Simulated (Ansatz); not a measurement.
# Phonons of TaRu (Pm-3m) against volume, part 2 of 2

Wanted: mode Grüneisen parameters of TaRu (Pm-3m).

Ansatz 0.2.0; DFT PBEsol, scalar-relativistic, plane waves, PAW; PAW set soft_1.

So far, highest frequency on path, mesh or solved points (cm⁻¹): step 2 (response at finite wavevector) 175; step 4 (phonons at the other volume, volume ratio 0.97) 192.

### 5. Relaxing at another volume, volume ratio 1.03

The volume is scaled by 1.03 and held; symmetry leaves nothing to relax, so this is a single point. The modes can then be followed against volume.

Contents of input.yaml:

```yaml
crystal:
  lattice:
    - [3.1704907405, 0.0, 0.0]
    - [0.0, 3.1704907405, 0.0]
    - [0.0, 0.0, 3.1704907405]
  atoms:
    - { symbol: Ta, position: [0.5, 0.5, 0.5] }
    - { symbol: Ru, position: [0.0, 0.0, 0.0] }
kpoints:
  mp_grid: { grid: [16, 16, 16] }
hamiltonian:
  xc: pbesol
  pseudopotentials: { kind: paw, azcp: { folder: soft_1 }, xc_functional: pbe }
scf:
  occupations: { method: methfessel_paxton, width: 0.2 }
output:
  forces: true
  stress: true
  eigenvalues: true
```

The run is started by

```sh
> ansatz run input.yaml --threads 4 --pin off --max-ram 10240MiB --backend cpu --events-out ev --progress --plain --runs-dir out
```

Output:

```text
[...]
Crystal: 2 atoms, lattice volume = 31.870 Å³
Basis set: ecut = 420 eV, 619 PW (Γ), exchange–correlation on 48×48×48 points (8 copies of the dense FFT grid, shifted against one another)
Bands: 19, of which v1, the nominal top of the filled ones, is band 15 counted from 1 (14 counted from 0)
Symmetry: 48 space group operations
[...]
k-points: 165 of 4096
[...]
--- Band table (eV; the first three rows and the last of 165) ---
  k-point 0: bands = [... 11 lower, 18.7695, 18.7695, 18.7695, 22.1524, 22.1524, 25.2391, 25.2391, 25.2391]
  k-point 1: bands = [... 11 lower, 18.7614, 18.7614, 18.7984, 22.0495, 22.1887, 24.9218, 24.9218, 25.1773]
  k-point 2: bands = [... 11 lower, 18.7405, 18.7405, 18.8829, 21.7549, 22.2896, 24.2208, 24.2208, 25.0000]
  k-point 164: bands = [... 11 lower, 18.1647, 18.1647, 18.1647, 20.8696, 20.8696, 25.4453, 25.4453, 28.1200]
[key lines of the parts left out:]
SCF converged after 8 iterations
Free energy (F): -15624.451286 eV
Fermi energy:    21.167172 eV
P = ⅓ Tr σ = -7.5360 GPa (-75.360 kbar)
```

The job ended after 1.2 s (4 threads of Intel Xeon Platinum 8488C (Sapphire Rapids), shared host; peak memory 0.46 GiB; 4 s of CPU time).

Read from the output:

- pressure: -7.536 GPa
- volume per atom: 15.93 Å³

The run ends at a pressure of -7.54 GPa.

### 6. Phonons at the other volume, volume ratio 1.03

The phonons are repeated at this volume on the same meshes, so that differences come from the volume alone.

input.yaml, as its differences from that of step 5:

```diff
@@ -16,4 +16,11 @@
 output:
-  forces: true
-  stress: true
   eigenvalues: true
+phonons:
+  method: dfpt
+  qmesh: [4, 4, 4]
+  temperatures: { t_max: 1000, t_step: 50 }
+  qpath:
+    path:
+      - [[0.0, 0.0, 0.0], [0.0, 0.5, 0.0], [0.5, 0.5, 0.0], [0.0, 0.0, 0.0], [0.5, 0.5, 0.5], [0.0, 0.5, 0.0]]
+      - [[0.5, 0.5, 0.5], [0.5, 0.5, 0.0]]
+    npoints: 10
```

Output:

```text
[...]
Crystal: 2 atoms, lattice volume = 31.870 Å³
Basis set: ecut = 420 eV, 619 PW (Γ), exchange–correlation on 48×48×48 points (8 copies of the dense FFT grid, shifted against one another)
Bands: 19, of which v1, the nominal top of the filled ones, is band 15 counted from 1 (14 counted from 0)
Symmetry: 48 space group operations
k-points: 165 of 4096
[...]
k-point 164: bands = [... 11 lower, 18.1647, 18.1647, 18.1647, 20.8697, 20.8697, 25.4453, 25.4453, 28.1200]
[...]
ASR residual: 5.171e-5 → 0.000e0 eV/Å²; symmetrization residual: 1.821e-5 eV/Å²
  ASR residual per site (eV/Å²): 2.38e-5 5.17e-5
  Γ frequencies (cm⁻¹): 0.00 0.00 0.00 128.75 128.75 128.75
--- Phonons (arbitrary-q DFPT): 10 irreducible q on the 4×4×4 mesh ---
[...]
interpolated dispersion: 62 rows × 6 modes
[...]
[key lines of the parts left out:]
SCF converged after 10 iterations
Free energy (F): -15624.451286 eV
Fermi energy:    21.167179 eV
```

It took 6.5 min on 4 threads; peak memory 3.4 GiB; 25 min of CPU time.

Read from the output:

```
sum-rule residual before enforcement                    : 5.17e-5 eV/Å²
lowest frequency on the path                            : -144.0 cm⁻¹
highest frequency on path, mesh or solved points        : 159.1 cm⁻¹
highest optical mode at the zone centre (no LO-TO term) : 128.8 cm⁻¹
lowest optical zone-centre mode                         : 128.8 cm⁻¹
lowest mode on the q mesh (acoustic modes at Γ apart)   : -143.9 cm⁻¹
```

The highest optical mode at the zone centre (no LO-TO term) is 128.8 cm⁻¹, -14.6 cm⁻¹ against the base run.

### 7. Grüneisen parameters

The Grüneisen parameter of a mode is minus the logarithmic change of its frequency with volume, −d ln ω / d ln V; weighted by heat capacity it gives the expansion.

Numbers from this step:

```yaml
bulk_modulus: 272.8 GPa
```

Phonon branches along the path, in cm⁻¹:

```csv
point,branch 1,branch 2,branch 3,branch 4,branch 5,branch 6
Γ,0,0,0,143,143,143
halfway,57,57,85,115,134,134
X,-51,-51,103,103,110,123
halfway,-120,-68,-26,105,168,174
M,-106,-106,-29,100,173,173
halfway,-105,-55,72,113,140,164
Γ,0,0,0,143,143,143
halfway,-142,-52,-52,146,146,147
R,72,72,72,121,121,121
halfway,-108,-38,25,123,157,168
X,-51,-51,103,103,110,123
jump to R,72,72,72,121,121,121
halfway,-45,-44,-44,115,157,157
M,-106,-106,-29,100,173,173
```

The same for volume x 0.97:

```csv
point,branch 1,branch 2,branch 3,branch 4,branch 5,branch 6
Γ,0,0,0,158,158,158
X,-16,-16,110,110,129,134
M,-105,-105,50,107,190,190
Γ,0,0,0,158,158,158
R,98,98,98,131,131,131
X,-16,-16,110,110,129,134
R,98,98,98,131,131,131
M,-105,-105,50,107,190,190
```

The same for volume x 1.03:

| point | branch 1 | branch 2 | branch 3 | branch 4 | branch 5 | branch 6 |
| --- | --- | --- | --- | --- | --- | --- |
| Γ | 0 | 0 | 0 | 129 | 129 | 129 |
| X | -67 | -67 | 92 | 97 | 97 | 113 |
| M | -106 | -106 | -61 | 92 | 156 | 156 |
| Γ | 0 | 0 | 0 | 129 | 129 | 129 |
| R | 40 | 40 | 40 | 112 | 112 | 112 |
| X | -67 | -67 | 92 | 97 | 97 | 113 |
| R | 40 | 40 | 40 | 112 | 112 | 112 |
| M | -106 | -106 | -61 | 92 | 156 | 156 |

The first set of phonon branches as a text plot (rows in cm⁻¹):

```
    185 |
    171 |          ***********                      ***       ***
    157 |         **       ** ***   ***            *****     *
    143 |***                 * *****   *****      *    *   **
    129 | **** ***            *    *        **  *****   ***
    115 |   *****            ** *    **       **     *** *****
    101 |     ***************  *                        **    ***
     87 |   **   *                  *
     73 |                    ****            *****      * *
     59 |  ***             **  *            *   ***
     45 | **  *           *     *  *       * *    **       *
     31 | *                      *                  *      *
     17 |*                       * **              *        *
      3 |                *      ***                    *
    -11 |                                        *
    -25 |         *******      *     **  **          *      *
    -39 |      *  *           *                     * *      * **
    -53 |       ** *         *         **   *        *****    *
    -67 |        *         ** *      **           *     *
    -81 |           *     *                                   *
    -95 |            ** **                 *       *   *       *
   -109 |         **  ***    *                      ***         *
   -123 |           **   ****          * **
   -137 |                               *
         Γ      X      M          Γ            R        X|R     M
```

### 8. What came out

| Property | Result |
| --- | --- |
| bulk modulus | 273 GPa |

In words: No expansion is given, because modes are imaginary at one volume or more. The highest optical mode at Γ goes from 158 to 129 cm⁻¹ as the cell grows, a Grüneisen parameter of 3.43. Branches are matched by rank, so values near crossings are rough. With no gap, or one that is small against the smearing, the frequencies hang on the k mesh and the smearing, most of all near Kohn anomalies. The phonon runs are without spin polarisation, although the cell has an odd electron count. Spin-orbit coupling is left out, which can matter for the heavy elements here. The PAW files were made for PBE and serve the other functionals too.

[Long decimals in the printed logs are rounded to 6 places.]

[Logs are printed without paths, hosts, clocks, repeated set-up lines and the standing remarks that a program may print on its own settings, such as how far it seeks lower states.]

[Hosts, paths, dates, database ids (printed as entryN), source tags and the programs' standing remarks are cut or masked in the printed files.]

[Where the starting crystal was built by hand or by swapping elements, it need not be the compound's stable phase.]
